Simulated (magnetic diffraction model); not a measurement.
## Moment size from magnetic intensity in Yb₃Sn₁₁

Space group Immm (no. 71), a = 4.9710 Å, b = 10.0940 Å, c = 14.8150 Å.

```
site  atom    x       y       z
  4i    Yb  1/2     1/2  0.2045
  2a    Yb    0       0       0
  8l    Sn    0  0.2920  0.8670
  8l    Sn    0  0.3540  0.6640
  4h    Sn  1/2  0.3113       0
  2d    Sn    0     1/2       0
```

The compound is invented for this exercise: a known structure type with other elements, its cell scaled to their sizes and not relaxed.

Only Yb is taken to order (form factors of Yb3+); orders and moment sizes are assumed, and not adapted to the symmetry. Radiation: neutrons of λ = 1.594 Å, 1.5° to 30°; isotropic B of 0.1 Å² (Yb) and 0.12 Å² (Sn). The intensities are simulated: I ∝ L Σ (|F_N|² + |F_M⊥|²) for unpolarised neutrons, with F_M = 2.695 fm/μB × Σ f(s) S exp(2πi Q·r) exp(−B s²) at Q = H ± k (one set where k and −k are equivalent), only the part normal to Q counting and L = 1/(sin²θ cos θ). For a modulated order the moment at position r is S exp(−2πi k·r) + c.c., with S = m/2 for a sine wave of amplitude m and S = m(u + iv)/2 for moments turning in a plane, u and v being orthogonal unit vectors in it; the phase factor of the sum at Q = H + k is then exp(2πi H·r). Form factors are spin-only for 3d ions and dipole or tabulated for f ions, scattering lengths are Sears's of 1992, and absorption is left out. A label names one of the reflections at its angle. The strongest nuclear line in the range is 100, and lines under 0.2 are left out.

In a first state the assumed order is k = (1/5 0 0), moments turning in the plane of [010] and [001], 3.7 μB on Yb; signs + at (1/2, 1/2, 0.2045), − at (1/2, 1/2, 0.7955), + at (0, 0, 0), with this pattern:

```tsv
2θ (°)	index	nuclear	magnetic
3.67	(1/5 0 0)	0.0	137.1
10.96	(0 1 1)	2.6	0.0
11.57	(1/5 1 1)	0.0	140.3
12.35	(0 0 2)	4.0	0.0
12.89	(1/5 0 2)	0.0	25.6
15.99	(4/5 0 1)	0.0	60.7
17.33	(4/5 1 0)	0.0	10.2
18.17	(0 2 0)	5.0	0.0
18.55	(1/5 2 0)	0.0	5.3
19.47	(1 0 1)	1.9	0.0
20.59	(1 1 0)	36.0	0.0
20.70	(0 1 3)	19.5	0.0
21.03	(1/5 1 3)	0.0	22.1
21.33	(4/5 1 2)	0.0	24.6
22.03	(0 2 2)	5.6	0.0
22.34	(1/5 2 2)	0.0	15.5
```
(The table stops after 16 lines; 14 more lie at higher angle.)

**Question.** Nearer the ordering temperature the line at 11.57° has total intensity 35.1 on the same scale, and all moments have shrunk alike. How large is the Yb moment?

The nuclear part, 0.0, stays, so the magnetic part is 35.1 against 140.3. It goes as m², so m = 3.7 × √(35.1/140.3) = 1.85 μB; the value used was 1.85 μB.

[Logs are printed without paths, hosts, clocks, repeated set-up lines and the standing remarks that a program may print on its own settings, such as how far it seeks lower states.]
